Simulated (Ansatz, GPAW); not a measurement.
# How NaHgF3 (model structure) absorbs and reflects light

Aim: the dielectric function of NaHgF3 (model structure), and the optical constants that follow from it. The cell was made here by substitution or stacking, whether or not such a phase is known. It was built so: All Cd replaced by Hg and K replaced by Na in the Pm-3m structure of KCdF3. The cell is first relaxed with Ansatz.

Method: DFT, PBE, plane-wave PAW (GPAW data sets), scalar-relativistic, RPA, optical limit, in GPAW 26.7.0.

## 1. Set-up

It takes space group Pm-3m (No. 221, cubic). The conventional cell has a = 4.009 Å, b = 4.009 Å, c = 4.009 Å, α = 90.00°, β = 90.00°, γ = 90.00°. Nearest to Hg lie 6 F at 2.00 Å. Na has 12 F at 2.83 Å nearest. Nearest to F lie 2 Hg at 2.00 Å and 4 Na at 2.83 Å. All Cd replaced by Hg and K replaced by Na in the Pm-3m structure of KCdF3. Farther neighbours and most contacts between anions are not listed.

Structure file:

```cif
data_structure
_symmetry_space_group_name_H-M 'Pm-3m'
_symmetry_Int_Tables_number 221
_cell_length_a 4.0090
_cell_length_b 4.0090
_cell_length_c 4.0090
_cell_angle_alpha 90.000
_cell_angle_beta 90.000
_cell_angle_gamma 90.000
_cell_volume 64.43
loop_
_atom_site_label
_atom_site_type_symbol
_atom_site_symmetry_multiplicity
_atom_site_Wyckoff_symbol
_atom_site_fract_x
_atom_site_fract_y
_atom_site_fract_z
_atom_site_occupancy
Hg1 Hg 1 b 0.50000 0.50000 0.50000 1
Na1 Na 1 a 0.00000 0.00000 0.00000 1
F1 F 3 c 0.50000 0.50000 0.00000 1
```

## 2. Relaxation

Spectra hang on bond lengths, so the cell is first brought to its minimum.

This step: DFT, PBE, plane-wave PAW, default files, scalar-relativistic, relaxation (Ansatz 0.2.0).

File input.yaml:

```yaml
crystal:
  lattice:
    - [4.00901928, 0.0, 0.0]
    - [0.0, 4.00901928, 0.0]
    - [0.0, 0.0, 4.00901928]
  atoms:
    - { symbol: Hg, position: [0.5, 0.5, 0.5] }
    - { symbol: Na, position: [0.0, 0.0, 0.0] }
    - { symbol: F, position: [0.5, 0.5, 0.0] }
    - { symbol: F, position: [0.5, 0.0, 0.5] }
    - { symbol: F, position: [0.0, 0.5, 0.5] }
kpoints:
  mp_grid: { grid: [6, 6, 6] }
scf:
  occupations: { method: fermi_dirac, width: 0.05 }
hamiltonian:
  xc: pbe
output:
  forces: true
  stress: true
relax:
  f_tol: 0.02
  max_steps: 50
  cell: {}
```

Run with:

```bash
$ ansatz run input.yaml --threads 1 --pin off --max-ram 4096MiB --backend cpu --events-out ev --progress --plain --runs-dir out
```

Numbers of over 12 decimals in the logs are rounded to 6 here.

The log of the run:

```text
Engine: ansatz 0.2.0, x86_64-unknown-linux-gnu
Pseudopotentials: kind: paw
Pseudopotential: Hg, paw, valence charge 20, recommended cutoff 420 eV (normal), Hg.paw.azcp
Pseudopotential: Na, paw, valence charge 9, recommended cutoff 420 eV (normal), Na.paw.azcp
Pseudopotential: F, paw, valence charge 7, recommended cutoff 420 eV (normal), F.paw.azcp
Functional definition: PBE
  parameter kappa = 0.804
  parameter beta = 0.066725
  exchange = pbe_x(kappa = kappa, mu = beta*pi^2/3)
  correlation = pbe_c(beta = beta)
Crystal: 5 atoms, lattice volume = 64.434 Å³
Basis set: ecut = 420 eV, 1237 PW (Γ), exchange–correlation on 54×54×54 points (8 copies of the dense FFT grid, shifted against one another)
Bands: 30, of which v1, the nominal top of the filled ones, is band 25 counted from 1 (24 counted from 0)
Symmetry: 48 space group operations
Space group: Pm-3m (ITA 221), of the structure as read, at distance tolerance 4.0e-5 Å
k-points: 20 of 216
Non-local potential: Hg, projectors of the file, l = 0: 3, l = 1: 2, l = 2: 2, l = 3: 1
Non-local potential: Na, projectors of the file, l = 0: 3, l = 1: 2, l = 2: 1
Non-local potential: F, projectors of the file, l = 0: 2, l = 1: 2, l = 2: 1
PAW form: soft (Blöchl's): semilocal exchange-correlation on the pseudo side does not see the compensation charge
PAW one-centre angular grid: Hg, 590 points (default); XC on 64 Gauss nodes
PAW one-centre angular grid: Na, 110 points (default); XC on 64 Gauss nodes
PAW one-centre angular grid: F, 110 points (default); XC on 64 Gauss nodes
Initial density: superposition of atomic densities (neutral atoms: chi_scale 0, normalization atom), corrected by the library's trained network
Initial wavefunctions: pseudopotential atomic-orbital guess
Functional: x = pbe(κ = 0.804, μ = 0.219515), c = pbe(β = 0.066725)
SCF iter   1: F=—  HF=-17722.052952 eV  |F-HF|=—  |Δ(HF+E_count)|=         —  Δρ=3.40e-3  dr2=8.16e-3  ethr=1.77e-3  ⟨swp⟩=6.0  Hψ=2460  notcnv=0
preconditioner: auto → Resta (q_TF=auto, 2.615 Å⁻¹)  ε∞=3.6  [insulator: Δε(μ)=0.276 eV  Ē_g=18.290 eV  σ=0.050 eV  W_gap=0.58  n_scr=18 (ndim 8)  ℏωp=29.3 eV  f_vac=0.209  D(μ)=0.79/eV (n_scr^D=0)  ε∞_Penn≈3.6]
SCF iter   2: F=—  HF=-17722.052753 eV  |F-HF|=—  |Δ(HF+E_count)|=   2.00e-4  Δρ=1.49e-3  dr2=1.29e-3  ethr=1.63e-5  ⟨swp⟩=2.0  Hψ=1089  notcnv=0  defer=2
SCF iter   3: F=—  HF=-17722.052858 eV  |F-HF|=—  |Δ(HF+E_count)|=   1.05e-4  Δρ=6.67e-4  dr2=2.92e-4  ethr=2.58e-6  ⟨swp⟩=2.0  Hψ=806  notcnv=0  defer=2
SCF iter   4: F=—  HF=-17722.052880 eV  |F-HF|=—  |Δ(HF+E_count)|=   2.21e-5  Δρ=2.08e-4  dr2=4.37e-5  ethr=5.84e-7  ⟨swp⟩=2.0  Hψ=843  notcnv=0  defer=2
SCF iter   5: F=—  HF=-17722.050269 eV  |F-HF|=—  |Δ(HF+E_count)|=   2.61e-3  Δρ=6.95e-5  dr2=3.98e-6  ethr=8.74e-8  ⟨swp⟩=2.0  Hψ=960  notcnv=0  defer=2
SCF iter   6: F=—  HF=-17722.050270 eV  |F-HF|=—  |Δ(HF+E_count)|=   9.41e-7  Δρ=2.77e-5  dr2=2.40e-7  ethr=7.97e-9  ⟨swp⟩=2.0  Hψ=893  notcnv=0  defer=2
SCF iter   7: F=-17722.050270 eV  HF=-17722.050270 eV  |F-HF|=5.66e-9  |Δ(HF+E_count)|=   1.19e-8  Δρ=6.33e-6  dr2=1.20e-8  ethr=2.00e-10  ⟨swp⟩=4.0  Hψ=1948  notcnv=0
SCF 1 converged in 7 iterations: F = -17722.050270 eV  dr2 = 1.20e-8
  greatest PAW one-centre occupation: 1.001 electrons in one spin orbital (limit 2), on the Hg atom at site 0 (counted from 0), in its partial waves of l = 1
relax step   1: F+E_penalty+E_count = -17722.05026986 eV  Δ(F+E_penalty+E_count) = +0.000e0 eV  max|allowed force component| = 1.684e-28 eV/Å  Δτ_max = 0.0000 Å  P = +50.413 GPa  Ω = 64.434 Å³  (7 SCF iters, dr2 threshold 1.00e-7 eV, accepted)
Crystal: 5 atoms, lattice volume = 74.324 Å³
Basis set: ecut = 420 eV, 1419 PW (Γ), exchange–correlation on 54×54×54 points (8 copies of the dense FFT grid, shifted against one another)
Initial density: handed on by an earlier stage of this run
Initial wavefunctions: those handed on with the density
iter 1 solved again at ethr=4.11e-4 eV; its pass at ethr=3.10e-3 eV (dr2=2.06e-1 eV) is discarded
SCF iter   1: F=—  HF=-17724.223266 eV  |F-HF|=—  |Δ(HF+E_count)|=         —  Δρ=1.42e-2  dr2=2.04e-1  ethr=4.11e-4  ⟨swp⟩=1.0  Hψ=3113  notcnv=0
preconditioner: auto → Resta (q_TF=auto, 2.554 Å⁻¹)  ε∞=3.5  [insulator: Δε(μ)=0.203 eV  Ē_g=17.199 eV  σ=0.050 eV  W_gap=0.77  n_scr=18 (ndim 8)  ℏωp=27.2 eV  f_vac=0.272  D(μ)=0.42/eV (n_scr^D=0)  ε∞_Penn≈3.5]
SCF iter   2: F=—  HF=-17724.153808 eV  |F-HF|=—  |Δ(HF+E_count)|=   6.95e-2  Δρ=7.62e-3  dr2=3.59e-2  ethr=4.07e-4  ⟨swp⟩=2.0  Hψ=903  notcnv=0
SCF iter   3: F=—  HF=-17724.139691 eV  |F-HF|=—  |Δ(HF+E_count)|=   1.41e-2  Δρ=2.47e-3  dr2=5.53e-3  ethr=7.18e-5  ⟨swp⟩=2.6  Hψ=1137  notcnv=0  defer=16
SCF iter   4: F=—  HF=-17724.137983 eV  |F-HF|=—  |Δ(HF+E_count)|=   1.71e-3  Δρ=1.31e-3  dr2=9.57e-4  ethr=1.11e-5  ⟨swp⟩=2.0  Hψ=853  notcnv=0  defer=16
SCF iter   5: F=—  HF=-17724.137810 eV  |F-HF|=—  |Δ(HF+E_count)|=   1.74e-4  Δρ=3.32e-4  dr2=6.92e-5  ethr=1.91e-6  ⟨swp⟩=2.0  Hψ=900  notcnv=0  defer=16
SCF iter   6: F=—  HF=-17724.134614 eV  |F-HF|=—  |Δ(HF+E_count)|=   3.20e-3  Δρ=6.12e-5  dr2=1.70e-6  ethr=1.38e-7  ⟨swp⟩=2.0  Hψ=986  notcnv=0  defer=16
SCF iter   7: F=-17724.134616 eV  HF=-17724.134616 eV  |F-HF|=1.27e-7  |Δ(HF+E_count)|=   1.42e-6  Δρ=1.23e-5  dr2=6.64e-8  ethr=1.00e-9  ⟨swp⟩=4.0  Hψ=2122  notcnv=0
SCF 2 converged in 7 iterations: F = -17724.134616 eV  dr2 = 6.64e-8
relax step   2: F+E_penalty+E_count = -17724.13461590 eV  Δ(F+E_penalty+E_count) = -2.084e0 eV  max|allowed force component| = 5.095e-29 eV/Å  Δτ_max = 0.0000 Å  P = +20.828 GPa  Ω = 74.324 Å³  energy of the carried Pulay correction = -3.052e-2 eV  (7 SCF iters, dr2 threshold 5.00e-7 eV, accepted)
Crystal: 5 atoms, lattice volume = 83.295 Å³
Basis set: ecut = 420 eV, 1647 PW (Γ), exchange–correlation on 54×54×54 points (8 copies of the dense FFT grid, shifted against one another)
iter 1 solved again at ethr=3.28e-4 eV; its pass at ethr=3.10e-3 eV (dr2=1.64e-1 eV) is discarded
SCF iter   1: F=—  HF=-17724.843405 eV  |F-HF|=—  |Δ(HF+E_count)|=         —  Δρ=1.17e-2  dr2=1.56e-1  ethr=3.28e-4  ⟨swp⟩=1.0  Hψ=2895  notcnv=0
preconditioner: auto → Resta (q_TF=auto, 2.506 Å⁻¹)  ε∞=3.4  [insulator: Δε(μ)=0.541 eV  Ē_g=16.536 eV  σ=0.050 eV  W_gap=0.87  n_scr=26 (ndim 8)  ℏωp=25.7 eV  f_vac=0.303  D(μ)=0.17/eV (n_scr^D=0)  ε∞_Penn≈3.4]
SCF iter   2: F=—  HF=-17724.791603 eV  |F-HF|=—  |Δ(HF+E_count)|=   5.18e-2  Δρ=6.46e-3  dr2=2.55e-2  ethr=3.13e-4  ⟨swp⟩=2.1  Hψ=935  notcnv=0
SCF iter   3: F=—  HF=-17724.781914 eV  |F-HF|=—  |Δ(HF+E_count)|=   9.69e-3  Δρ=2.26e-3  dr2=5.00e-3  ethr=5.09e-5  ⟨swp⟩=2.5  Hψ=1124  notcnv=0  defer=14
SCF iter   4: F=—  HF=-17724.780369 eV  |F-HF|=—  |Δ(HF+E_count)|=   1.55e-3  Δρ=1.02e-3  dr2=7.01e-4  ethr=1.00e-5  ⟨swp⟩=2.0  Hψ=828  notcnv=0  defer=14
SCF iter   5: F=—  HF=-17724.780270 eV  |F-HF|=—  |Δ(HF+E_count)|=   9.88e-5  Δρ=2.66e-4  dr2=5.19e-5  ethr=1.40e-6  ⟨swp⟩=2.4  Hψ=956  notcnv=0  defer=14
SCF iter   6: F=—  HF=-17724.777000 eV  |F-HF|=—  |Δ(HF+E_count)|=   3.27e-3  Δρ=5.12e-5  dr2=1.32e-6  ethr=1.04e-7  ⟨swp⟩=2.2  Hψ=992  notcnv=0  defer=14
SCF iter   7: F=-17724.777001 eV  HF=-17724.777001 eV  |F-HF|=2.15e-7  |Δ(HF+E_count)|=   1.45e-6  Δρ=1.46e-5  dr2=1.06e-7  ethr=1.00e-9  ⟨swp⟩=4.0  Hψ=2133  notcnv=0
SCF 3 converged in 7 iterations: F = -17724.777001 eV  dr2 = 1.06e-7
  greatest PAW one-centre occupation: 1.000 electrons in one spin orbital (limit 2), on the Hg atom at site 0 (counted from 0), in its partial waves of l = 1
relax step   3: F+E_penalty+E_count = -17724.77700133 eV  Δ(F+E_penalty+E_count) = -6.424e-1 eV  max|allowed force component| = 5.097e-29 eV/Å  Δτ_max = 0.0000 Å  P = +4.041 GPa  Ω = 83.295 Å³  energy of the carried Pulay correction = -5.471e-2 eV  (7 SCF iters, dr2 threshold 5.00e-7 eV, accepted)
[... from here on, the SCF cycles and remarks between the steps are left out ...]
relax step   4: F+E_penalty+E_count = -17724.80413961 eV  Δ(F+E_penalty+E_count) = -2.714e-2 eV  max|allowed force component| = 3.340e-29 eV/Å  Δτ_max = 0.0000 Å  P = +0.294 GPa  Ω = 85.786 Å³  energy of the carried Pulay correction = -6.092e-2 eV  (6 SCF iters, dr2 threshold 5.00e-7 eV, accepted)
relax step   5: F+E_penalty+E_count = -17724.80383194 eV  Δ(F+E_penalty+E_count) = +3.077e-4 eV  max|allowed force component| = 1.868e-29 eV/Å  Δτ_max = 0.0000 Å  P = +0.002 GPa  Ω = 85.988 Å³  energy of the carried Pulay correction = -6.141e-2 eV  (5 SCF iters, dr2 threshold 2.17e-7 eV, accepted)
relax step   6: F+E_penalty+E_count = -17725.19904697 eV  Δ(F+E_penalty+E_count) = -3.952e-1 eV  max|allowed force component| = 2.440e-29 eV/Å  Δτ_max = 0.0000 Å  P = +6.398 GPa  Ω = 85.988 Å³  stress off target by 6.40e0 GPa  SCF on the basis re-selected at this cell (its energy is not comparable with the rows above)  (10 SCF iters)
relax step   7: F+E_penalty+E_count = -17725.30782971 eV  Δ(F+E_penalty+E_count) = -1.088e-1 eV  max|allowed force component| = 1.153e-28 eV/Å  Δτ_max = 0.0000 Å  P = +2.624 GPa  Ω = 90.500 Å³  energy of the carried Pulay correction = -1.591e-2 eV  (6 SCF iters, dr2 threshold 5.00e-7 eV, accepted)
relax step   8: F+E_penalty+E_count = -17725.32157427 eV  Δ(F+E_penalty+E_count) = -1.374e-2 eV  max|allowed force component| = 8.283e-30 eV/Å  Δτ_max = 0.0000 Å  P = +0.355 GPa  Ω = 93.926 Å³  energy of the carried Pulay correction = -3.324e-2 eV  (6 SCF iters, dr2 threshold 5.00e-7 eV, accepted)
relax step   9: F+E_penalty+E_count = -17725.31888191 eV  Δ(F+E_penalty+E_count) = +2.692e-3 eV  max|allowed force component| = 3.493e-29 eV/Å  Δτ_max = 0.0000 Å  P = +0.025 GPa  Ω = 94.487 Å³  energy of the carried Pulay correction = -3.660e-2 eV  (5 SCF iters, dr2 threshold 3.16e-7 eV, accepted)
relax step  10: F+E_penalty+E_count = -17725.36002457 eV  Δ(F+E_penalty+E_count) = -4.114e-2 eV  max|allowed force component| = 7.234e-29 eV/Å  Δτ_max = 0.0000 Å  P = +0.216 GPa  Ω = 94.487 Å³  stress off target by 2.16e-1 GPa  SCF on the basis re-selected at this cell (its energy is not comparable with the rows above)  (8 SCF iters)
relax step  11: F+E_penalty+E_count = -17725.35932317 eV  Δ(F+E_penalty+E_count) = +7.014e-4 eV  max|allowed force component| = 4.506e-29 eV/Å  Δτ_max = 0.0000 Å  P = +0.010 GPa  Ω = 94.856 Å³  energy of the carried Pulay correction = -9.612e-4 eV  (5 SCF iters, dr2 threshold 1.16e-7 eV, accepted)
iter 1 solved again at ethr=2.12e-7 eV; its pass at ethr=3.10e-3 eV (dr2=1.06e-4 eV) is discarded
SCF iter   1: F=—  HF=-17725.359858 eV  |F-HF|=—  |Δ(HF+E_count)|=         —  Δρ=9.95e-5  dr2=5.45e-7  ethr=2.12e-7  ⟨swp⟩=3.0  Hψ=3868  notcnv=0
preconditioner: auto → Resta (q_TF=auto, 2.452 Å⁻¹)  ε∞=3.3  [insulator: Δε(μ)=0.396 eV  Ē_g=15.890 eV  σ=0.050 eV  W_gap=0.92  n_scr=26 (ndim 8)  ℏωp=24.1 eV  f_vac=0.331  D(μ)=0.03/eV (n_scr^D=0)  ε∞_Penn≈3.3]
SCF iter   2: F=—  HF=-17725.360156 eV  |F-HF|=—  |Δ(HF+E_count)|=   2.97e-4  Δρ=5.02e-5  dr2=2.48e-7  ethr=1.09e-9  ⟨swp⟩=2.8  Hψ=1157  notcnv=0
SCF iter   3: F=—  HF=-17725.360249 eV  |F-HF|=—  |Δ(HF+E_count)|=   9.34e-5  Δρ=2.53e-5  dr2=3.71e-8  ethr=4.95e-10  ⟨swp⟩=2.1  Hψ=848  notcnv=0
SCF iter   4: F=—  HF=-17725.360278 eV  |F-HF|=—  |Δ(HF+E_count)|=   2.83e-5  Δρ=7.71e-6  dr2=5.93e-9  ethr=7.42e-11  ⟨swp⟩=2.0  Hψ=981  notcnv=0
SCF iter   5: F=—  HF=-17725.360281 eV  |F-HF|=—  |Δ(HF+E_count)|=   2.97e-6  Δρ=1.71e-6  dr2=1.31e-9  ethr=1.19e-11  ⟨swp⟩=2.0  Hψ=972  notcnv=0
SCF iter   6: F=—  HF=-17725.360281 eV  |F-HF|=—  |Δ(HF+E_count)|=   4.55e-8  Δρ=5.31e-7  dr2=1.74e-10  ethr=2.62e-12  ⟨swp⟩=2.2  Hψ=840  notcnv=0
SCF iter   7: F=-17725.360281 eV  HF=-17725.360281 eV  |F-HF|=0.00e0  |Δ(HF+E_count)|=  2.47e-10  Δρ=9.98e-8  dr2=3.39e-12  ethr=1.00e-12  ⟨swp⟩=4.0  Hψ=2028  notcnv=0
SCF 12 converged in 7 iterations: F = -17725.360281 eV  dr2 = 3.39e-12
relax step  12: F+E_penalty+E_count = -17725.36028069 eV  Δ(F+E_penalty+E_count) = -9.575e-4 eV  max|allowed force component| = 1.934e-29 eV/Å  Δτ_max = 0.0000 Å  P = +0.015 GPa  Ω = 94.856 Å³  stress off target by 1.46e-2 GPa  SCF on the basis re-selected at this cell (its energy is not comparable with the rows above)  (7 SCF iters)
basis re-selected at this cell: Δ(F+E_penalty+E_count) = -9.575e-4 eV, ΔP = +0.004 GPa vs the last step (what re-selecting the basis moved, of the pressure what is left beyond the Pulay correction that the steps carried, after the strain that the cell walked since its last selection, with what the two solves' SCF thresholds leave and, on support functions, any second-order correction that the steps lacked; it is no m [...]
SCF converged after 7 iterations
Free energy (F): -17725.360281 eV
Harris-Foulkes:  -17725.360281 eV  (|F-HF|=0.00e0)
Internal energy: -17725.359933 eV  (E = F + TS)
E sigma→0 (E₀):  -17725.360107 eV
Entropy (-TS):   -0.000348 eV (-0.070 meV/atom)
Fermi energy:    3.443167 eV
--- Per-component energies (eV) ---
  E_band       = -897.306600
  E_kinetic    = 1338.939214
  E_local      = -6959.556830  (includes V_loc(G=0)·N_el)
  E_nonlocal   = 412.124088
  E_hartree    = 2802.223047
  E_xc         = -496.165478
  E_vxc        = -615.607221  (∫ρ·V_xc dr)
  E_paw        = -10808.986248  (= ΣΔE_a)
  E_vpaw       = -677.659148  (= ΣTr[D̂ρ^β])
  E_aug_tail   = 0.007228  (compensation charges beyond the density's cutoff)
  E_ewald      = -4013.944953
  E_smearing   = -0.000348  (= −TS)
  E_closure    = 0.000000  (closes the sum)
  Σ components = -17725.360281   (vs F -17725.360281, Δ=0.00e0)
--- Forces (eV/Å), atoms counted from 1 ---
  atom   1  Hg    -0.00000000    -0.00000000     0.00000000
  atom   2  Na    -0.00000000    -0.00000000    -0.00000000
  atom   3  F      0.00000000    -0.00000000    -0.00000000
  atom   4  F     -0.00000000    -0.00000000    -0.00000000
  atom   5  F     -0.00000000    -0.00000000    -0.00000000
  max |Σ_I F_I| component: 2.95e-29 eV/Å
--- Stress (GPa, compression-positive) ---
        0.014586       0.000000       0.000000
        0.000000       0.014586       0.000000
        0.000000       0.000000       0.014586
  P = ⅓ Tr σ = 0.0146 GPa (0.146 kbar)
--- Relaxed structure (9 steps of the walk, 9 accepted, 3 SCFs on fresh bases) ---
  F+E_penalty+E_count = -17725.36028069 eV   max|allowed force component| = 1.934e-29 eV/Å   (the final SCF, on the basis selected at the relaxed cell)
  cell:  # Å, volume = 94.8557 Å³
    - [4.560591, 0, 0]
    - [0, 4.560591, 0]
    - [0, 0, 4.560591]
  atoms:
    - { symbol: Hg, position: [0.5, 0.5, 0.5] }
    - { symbol: Na, position: [0, 0, 0] }
    - { symbol: F, position: [0.5, 0.5, 0] }
    - { symbol: F, position: [0.5, 0, 0.5] }
    - { symbol: F, position: [0, 0.5, 0.5] }
```

Wall time 16 s (1 thread of Intel Xeon 6975P-C (Granite Rapids), shared host); peak memory 0.42 GiB.

Relaxation path:

| step | energy less that of the first step (eV) | largest force component (eV/Å) | pressure (GPa) | volume (Å³) |
| --- | --- | --- | --- | --- |
| 1 | 0.0000 | 0.0000 | 50.41 | 64.43 |
| 2 | -2.0843 | 0.0000 | 20.83 | 74.32 |
| 3 | -2.7267 | 0.0000 | 4.04 | 83.30 |
| 4 | -2.7539 | 0.0000 | 0.29 | 85.79 |
| 5 | -2.7536 | 0.0000 | 0.00 | 85.99 |
| 6* | -3.1488 | 0.0000 | 6.40 | 85.99 |
| 7 | -3.2576 | 0.0000 | 2.62 | 90.50 |
| 8 | -3.2713 | 0.0000 | 0.36 | 93.93 |
| 9 | -3.2686 | 0.0000 | 0.03 | 94.49 |
| 10* | -3.3098 | 0.0000 | 0.22 | 94.49 |
| 11 | -3.3091 | 0.0000 | 0.01 | 94.86 |
| 12* | -3.3100 | 0.0000 | 0.01 | 94.86 |

Relaxation steps marked * repeat the geometry before them on a plane-wave basis chosen anew for their cell, so energy and pressure can jump there.

The run keeps the 48 symmetry operations that it works with, so distortions that break them were not tested.

| cell as run | before | after | change |
| --- | --- | --- | --- |
| a (Å) | 4.009 | 4.561 | +13.8 % |
| b (Å) | 4.009 | 4.561 | +13.8 % |
| c (Å) | 4.009 | 4.561 | +13.8 % |
| volume (Å³/atom) | 12.89 | 18.97 | +47.2 % |

Final coordinates:

```xyz
5
Lattice="4.5606 0.0000 0.0000 0.0000 4.5606 0.0000 0.0000 0.0000 4.5606" Properties=species:S:1:pos:R:3 pbc="T T T"
Hg    2.2803    2.2803    2.2803
Na    0.0000    0.0000    0.0000
F     2.2803    2.2803    0.0000
F     2.2803    0.0000    2.2803
F     0.0000    2.2803    2.2803
```

The relaxation ends with a pressure of 0.01 GPa.

(Part 1 of 3 ends here.)

[Machine, clock and banner lines and Python warnings are left out of the logs.]

[Logs are printed without paths, hosts, clocks, repeated set-up lines and the standing remarks that a program may print on its own settings, such as how far it seeks lower states.]

[Hosts, paths, dates, database ids (printed as entryN), source tags and the programs' standing remarks are cut or masked in the printed files.]
